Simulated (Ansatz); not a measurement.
# KCl (Sylvite): optical spectrum from first principles

Wanted: where KCl (Sylvite) starts to absorb, how strongly, and its refractive index.

Calculated with Ansatz 0.2.0; DFT, PBE, plane-wave PAW, default files, scalar-relativistic, independent-particle optical response without local fields.

The raw output is cut from this account; settings, times and results stay.

## Step 1: Starting point

The structure is cubic, space group Fm-3m (No. 225). Conventional cell: a = 6.293 Å, b = 6.293 Å, c = 6.293 Å, α = 90.00°, β = 90.00°, γ = 90.00°. K has 6 Cl at 3.15 Å nearest. Nearest to Cl lie 6 K at 3.15 Å. Farther neighbours, and contacts between anions beyond the nearest, are not listed.

Structure file:

```cif
data_structure
_symmetry_space_group_name_H-M 'Fm-3m'
_symmetry_Int_Tables_number 225
_cell_length_a 6.2929
_cell_length_b 6.2929
_cell_length_c 6.2929
_cell_angle_alpha 90.000
_cell_angle_beta 90.000
_cell_angle_gamma 90.000
_cell_volume 249.21
loop_
_atom_site_label
_atom_site_type_symbol
_atom_site_symmetry_multiplicity
_atom_site_Wyckoff_symbol
_atom_site_fract_x
_atom_site_fract_y
_atom_site_fract_z
_atom_site_occupancy
K1 K 4 a 0.00000 0.00000 0.00000 1
Cl1 Cl 4 b 0.50000 0.00000 0.00000 1
```

## Step 2: Ground state and bands

First the ground state: is it a metal or has it a gap?

This step: DFT, PBE, plane-wave PAW, default files, scalar-relativistic, ground state (Ansatz 0.2.0).

Contents of input.yaml:

```yaml
crystal:
  lattice:
    - [0.0, 3.14647, 3.14647]
    - [3.14647, 0.0, 3.14647]
    - [3.14647, 3.14647, 0.0]
  atoms:
    - { symbol: K, position: [0.0, 0.0, 0.0] }
    - { symbol: Cl, position: [0.5, 0.5, 0.5] }
kpoints:
  mp_grid: { grid: [6, 6, 6] }
  band_path:
    path:
      - [[0.0, 0.0, 0.0], [0.5, 0.0, 0.5], [0.5, 0.25, 0.75], [0.375, 0.375, 0.75], [0.0, 0.0, 0.0], [0.5, 0.5, 0.5], [0.625, 0.25, 0.625], [0.5, 0.25, 0.75], [0.5, 0.5, 0.5], [0.375, 0.375, 0.75]]
      - [[0.625, 0.25, 0.625], [0.5, 0.0, 0.5]]
    npoints: 6
scf:
  occupations: { method: fermi_dirac, width: 0.05 }
  n_extra_bands: 6
hamiltonian:
  xc: pbe
  pseudopotentials: { kind: paw }
output:
  forces: true
  stress: true
  populations: true
  write_bands: true
  write_density: true
  write_potential: true
  elf: true
  volumetric_format: npy
```

Command:

```sh
$ ansatz run input.yaml --threads 4 --pin off --max-ram 8192MiB --backend cpu --events-out ev --progress --plain --runs-dir out
```

Elapsed: 1.8 s, on 4 threads of Intel Xeon Platinum 8559C (Emerald Rapids), shared host; peak memory 0.53 GiB; 2.7 s of CPU time.

Numbers from this step:

```
free energy                  : -2621.2201 eV
Fermi energy                 : 3.509 eV
gap by band count            : 5.189 eV
electrons                    : 16
symmetry operations          : 48
pressure                     : 0.7549 GPa
gap on the k-mesh            : 5.189 eV
volume                       : 62.30 Å³
gap on the path              : 5.189 eV
least direct gap on the path : 5.189 eV
```

There is a gap, 5.19 eV on the path, so no carriers' term is needed. The cell is left with a pressure of 0.8 GPa, as it stands unrelaxed at this level.

The electronic bands at the labelled points (eV, zero at the Fermi level; v1 is the highest filled band, c1 the lowest empty one):

```tsv
point	v3	v2	v1	c1	c2	c3	c4
Γ	-2.66	-2.66	-2.66	2.53	5.71	5.71	5.71
halfway	-3.29	-2.79	-2.79	3.99	4.58	7.00	7.18
X	-3.31	-2.88	-2.88	3.87	5.68	7.41	7.53
halfway	-3.26	-3.01	-2.96	4.29	6.14	6.68	7.66
W	-3.14	-3.13	-3.13	5.37	5.37	6.78	7.20
halfway	-3.19	-3.19	-3.00	4.82	6.04	6.68	7.34
K	-3.22	-3.20	-2.94	4.62	6.41	6.65	7.41
halfway	-3.35	-2.90	-2.85	4.24	5.32	6.53	7.20
Γ	-2.66	-2.66	-2.66	2.53	5.71	5.71	5.71
halfway	-3.24	-2.82	-2.82	3.79	5.50	6.45	6.45
L	-3.71	-2.98	-2.98	4.93	5.95	7.84	7.84
halfway	-3.54	-3.05	-2.97	5.09	5.80	7.46	7.81
U	-3.22	-3.20	-2.94	4.62	6.41	6.65	7.41
halfway	-3.19	-3.19	-3.00	4.82	6.04	6.68	7.34
W	-3.14	-3.13	-3.13	5.37	5.37	6.78	7.20
halfway	-3.50	-3.06	-2.99	5.19	5.68	7.38	7.48
L	-3.71	-2.98	-2.98	4.93	5.95	7.84	7.84
halfway	-3.54	-3.05	-2.97	5.09	5.80	7.46	7.81
K	-3.22	-3.20	-2.94	4.62	6.41	6.65	7.41
jump to U	-3.22	-3.20	-2.94	4.62	6.41	6.65	7.41
halfway	-3.29	-2.98	-2.90	4.08	5.94	7.05	7.70
X	-3.31	-2.88	-2.88	3.87	5.68	7.41	7.53
```

Electrostatic potential energy in the ac plane of the conventional cell at fractional y = 0.000, with atoms of K and Cl within 0.2 Å of it. With pseudopotentials it is smooth inside the atoms' cores, unlike the true potential.

Ten even steps from '_' (-47 eV) to '@' (7 eV), each cell a mean:
```
__::**@@@@@@##..____==@@@@@@%%==..
--++%%@@@@@@%%**--==##@@@@@@%%##==
##%%@@@@@@@@@@@@%%%%@@@@@@@@@@%%%%
@@@@@@@@@@@@@@@@@@@@@@@@@@@@@@@@@@
@@@@@@@@@@@@@@@@@@@@@@@@@@@@@@@@@@
%%@@@@@@@@@@@@%%%%%%@@@@@@@@@@@@@@
==**@@@@@@@@%%++--==##@@@@@@@@##==
__::##@@@@@@**::__..==%%@@@@%%==__
__..**@@@@%%**..____--%%@@@@%%--__
..--%%@@@@@@##--..::++%%@@@@@@**..
**%%@@@@@@@@%%##****%%@@@@@@@@%%##
@@@@@@@@@@@@@@@@%%@@@@@@@@@@@@@@@@
@@@@@@@@@@@@@@@@@@@@@@@@@@@@@@@@@@
@@@@@@@@@@@@@@@@@@@@@@@@@@@@@@@@@@
**##%%@@@@@@@@%%**##@@@@@@@@@@%%**
..==##@@@@@@%%--..::**@@@@@@%%++::
__..**@@@@@@**..____==%%@@@@##--__
```

Valence density in the ac plane of the conventional cell at fractional y = 0.000, with atoms of K and Cl within 0.2 Å of it. It is the smooth field of the valence electrons, not physical close to the nuclei.

Ten even steps from '_' (0.0 e/Å³) to '@' (4.2 e/Å³), each cell a mean:
```
@@**::______::--::----..______==%%
++::________..::----..________..==
..______________....______________
__________________________________
__________________________________
..______________..______________..
--::..________::==--..________..--
::--..______::**@@%%--______..----
__--::______::##@@@@==..____..--::
----..______..++##**::________::--
::..__________..::::__________..::
__________________________________
__________________________________
__________________________________
::..__________..::....__________::
##==..______..------::________::**
@@##::______::--__::--..____..++@@
```

## Step 3: Spectrum

With the density converged, the vertical transitions are summed over the zone.

This step: DFT, PBE, plane-wave PAW, default files, scalar-relativistic, independent-particle optical response without local fields (Ansatz 0.2.0).

input.yaml, the sections that differ from step 2:

```yaml
kpoints:
  mp_grid: { grid: [6, 6, 6] }
scf:
  occupations: { method: fixed }
output:
  optics:
    e_range: [0, 20]
    de: 0.05
    sigma: 0.15
    nscf_kmesh: { grid: [8, 8, 8] }
    bands: { spectra_wanted_up_to: 20 }
# crystal, hamiltonian: as in step 2
```

Elapsed: 2.9 s, on 4 threads; peak memory 0.78 GiB; 10 s of CPU time.

This step gave:

```
electronic dielectric constant ε∞, mean of the axes                                   : 2.568
absorption onset, first axis (α over 10⁴ cm⁻¹, or the direct gap if that lies higher) : 5.189 eV
main peak of Im epsilon, first axis                                                   : 10.19 eV
centre of weight of the strongest loss peak in the window                             : 11.98 eV
least direct gap on the mesh                                                          : 5.189 eV
bands summed                                                                          : 35
spectra valid up to                                                                   : 27.44 eV
program's estimate of the k-sum error in Im epsilon                                   : 0.06 %
electrons in the f-sum                                                                : 12.16
```

The Im ε, any direction has structure finer than the step of the table below, so its rows give means over 1 eV. Peaks (eV: height): 8.0: 4.44, 10.2: 4.75, 15.8: 2.41, 18.8: 1.37.

Im ε, any direction against photon energy; means over each step:

```tsv
photon energy (eV)	Im ε, any direction
4	0
5	0.0858
6	0.606
7	1.79
8	3.46
9	1.79
10	3.38
11	2.81
12	0.873
13	0.942
14	0.748
15	0.987
16	1.69
17	0.646
18	0.852
19	1.10
```

The Re ε, any direction by photon energy:

```tsv
photon energy (eV)	Re ε, any direction
0	2.57
1	2.59
2	2.64
3	2.74
4	2.93
5	3.37
6	3.77
7	4.58
8	2.49
9	1.53
10	3.37
11	-0.531
12	0.161
13	0.899
14	0.779
15	2.40
16	-0.0738
17	0.630
18	1.26
19	0.791
20	1.65
```

Values under 1 per cm are given as 1. Absorption coefficient, any direction against photon energy:

```tsv
photon energy (eV)	absorption coefficient, any direction (1/cm)
0.000	1
0.500	1
1.000	1
1.500	1
2.000	1
2.500	1
3.000	1
3.500	1
4.000	1
4.500	1
5.000	682
5.500	55816
6.000	95605
6.500	1.3e5
7.000	3.0e5
7.500	5.1e5
8.000	9.2e5
8.500	6.9e5
9.000	5.3e5
9.500	4.1e5
10.000	9.6e5
10.500	1.4e6
11.000	1.5e6
11.500	1.2e6
12.000	6.1e5
12.500	5.5e5
13.000	5.3e5
13.500	7.5e5
14.000	5.2e5
14.500	2.5e5
15.000	2.5e5
15.500	1.2e6
16.000	1.6e6
16.500	8.7e5
17.000	5.6e5
17.500	5.1e5
18.000	6.5e5
18.500	8.8e5
19.000	1.1e6
19.500	7.0e5
20.000	6.9e5
```

Reflectivity at normal incidence, any direction against photon energy; read off at these points:

photon energy (eV), reflectivity at normal incidence, any direction (%) and a bar:
```
     0.00        5.4 #####
     0.50        5.4 #####
     1.00        5.4 #####
     1.50        5.5 #####
     2.00        5.7 #####
     2.50        5.9 #####
     3.00        6.1 ######
     3.50        6.4 ######
     4.00        6.9 ######
     4.50        7.6 #######
     5.00        8.7 ########
     5.50       10.0 ##########
     6.00       10.6 ##########
     6.50       12.0 ############
     7.00       15.3 ###############
     7.50       17.1 #################
     8.00       22.0 ######################
     8.50       13.0 #############
     9.00        8.0 ########
     9.50        9.3 #########
    10.00       19.8 ####################
    10.50       23.9 ########################
    11.00       28.4 #############################
    11.20       29.6 ##############################
    11.50       28.0 ############################
    12.00       12.9 #############
    12.50        4.6 ####
    13.00        3.8 ###
    13.50        6.8 ######
    14.00        3.5 ###
    14.50        0.7 
    15.00        5.2 #####
    15.50       12.0 ############
    16.00       20.6 #####################
    16.50        8.1 ########
    17.00        3.5 ###
    17.50        2.0 #
    18.00        3.3 ###
    18.50        5.3 #####
    18.80        7.5 #######
    19.00        6.9 ######
    19.50        3.0 ##
    20.00        4.0 ###
```

Refractive index n and extinction k against photon energy:

```tsv
photon energy (eV)	n	k
0.0	1.60	0
0.5	1.60	0
1.0	1.61	0
1.5	1.61	0
2.0	1.62	0
2.5	1.64	0
3.0	1.66	0
3.5	1.68	0
4.0	1.71	0
4.5	1.76	0
5.0	1.84	0.00135
5.5	1.92	0.100
6.0	1.95	0.157
6.5	2.03	0.196
7.0	2.18	0.422
7.5	2.15	0.672
8.0	1.95	1.14
8.5	1.51	0.804
9.0	1.37	0.584
9.5	1.72	0.427
10.0	2.07	0.950
10.5	1.50	1.28
11.0	1.10	1.32
11.5	0.733	1.03
12.0	0.644	0.504
12.5	0.986	0.438
13.0	1.03	0.403
13.5	1.05	0.552
14.0	0.957	0.369
14.5	1.04	0.170
15.0	1.56	0.167
15.5	1.42	0.776
16.0	0.961	0.999
16.5	0.845	0.522
17.0	0.857	0.322
17.5	1.09	0.289
18.0	1.18	0.357
18.5	1.24	0.467
19.0	1.05	0.555
19.5	1.07	0.355
20.0	1.33	0.339
```

At chosen wavelengths:

```tsv
wavelength (nm)	n	k	R (%)	1/α
633	1.62	0.000	5.7	over 1 mm
532	1.63	0.000	5.8	over 1 mm
450	1.65	0.000	6.0	over 1 mm
405	1.66	0.000	6.1	over 1 mm
365	1.67	0.000	6.4	over 1 mm
308	1.71	0.000	6.9	over 1 mm
248	1.84	0.001	8.7	15 µm
```

Through 1 µm of it, D65 light comes out colourless (x = 0.313, y = 0.330; 89 % transmitted).

The first strong peak, at 8.00 eV, fits the second-highest filled and the lowest empty band, which run nearly parallel at that distance over 86 % of L–U; the match rests on energies alone.

The f-sum over the summed bands holds 12.2 of the cell's 16 electrons outside the frozen cores, 10 of which lie in bands more than 12 eV below the Fermi level, whose transitions come at higher energies. Up to 20 eV the strength has a mean oscillator energy of 10.9 eV, and these transitions give 86 % of ε∞ − 1 along x; the rest comes from higher ones.

## Step 4: Static response with local fields

A static field by perturbation theory: the induced potential is included, and the Born charges come with it.

This step: DFT, PBE, plane-wave PAW, default files, scalar-relativistic, static field response by perturbation theory with local fields (Ansatz 0.2.0).

input.yaml, the sections that differ from step 3:

```yaml
dielectric: {}
# crystal, kpoints, scf, hamiltonian: as in step 3
# output: removed
```

The job ended after 1.2 s (4 threads; peak memory 0.58 GiB).

Read from the output:

```
electronic dielectric constant ε∞, mean of the axes : 2.322
```

ε∞ with local fields:

```
2.32 0.00 0.00
0.00 2.32 0.00
0.00 0.00 2.32
```

Diagonal elements. Born, by row:

```tsv
atom	Z*xx (e)	Z*yy (e)	Z*zz (e)
K1	1.125	1.125	1.125
Cl2	-1.125	-1.125	-1.125
```

Mean Born charges are K +1.13 and Cl -1.13, against formal valences of +1 and -1. The largest lies a little above its ionic value.

## Step 5: Outcome

* gap on the path: 5.19 eV
* least direct gap on the path: 5.19 eV
* electronic dielectric constant ε∞, mean of the axes (independent particles): 2.57
* absorption onset, first axis (α over 10⁴ cm⁻¹, or the direct gap if that lies higher): 5.19 eV
* main peak of Im epsilon, first axis: 10.2 eV
* centre of weight of the strongest loss peak in the window, first axis: 12.0 eV
* electronic dielectric constant ε∞, mean of the axes (static response with local fields): 2.32

At this level (PBE, independent particles) KCl has ε∞ = 2.57 (2.32 with local fields) and n = 1.61 at 1550 nm; absorption sets in near 5.2 eV, and Im ε peaks at 10.2 eV. The gap on the path is direct, 5.19 eV. Absorption is strong from the direct gap on, 5.19 eV, in the ultraviolet, so the visible is passed. The strongest loss structure up to 20 eV has its centre of weight at 12.0 eV; a free-electron gas of the 12.2 electrons in the f-sum would put its plasmon at 16.4 eV. Im ε has its chief maxima at 8.00 eV (4.4), 10.19 eV (4.7), 15.80 eV (2.4) and 18.74 eV (1.4). The first strong peak, at 8.00 eV, fits the second-highest filled and the lowest empty band, which run nearly parallel at that distance over 86 % of L–U; the match rests on energies alone. Through 1 µm of it, D65 light comes out colourless (x = 0.313, y = 0.330; 89 % transmitted). With local fields and the functional's kernel the static response is 2.32 against 2.57 for independent particles (-10 %). In the base spectrum excitons and phonon-assisted transitions are missing, and so are local fields; PBE gaps are as a rule too small, which pulls the onset down and ε∞ up. In the base run ε includes the program's bounded estimate of what the bands above those summed add.

[Long decimals in the printed logs are rounded to 6 places.]

[Logs are printed without paths, hosts, clocks, repeated set-up lines and the standing remarks that a program may print on its own settings, such as how far it seeks lower states.]

[Hosts, paths, dates, database ids (printed as entryN), source tags and the programs' standing remarks are cut or masked in the printed files.]

[Where the starting crystal was built by hand or by swapping elements, it need not be the compound's stable phase.]

[The count of steps not shown may lack steps that the program refused or didn't finish.]
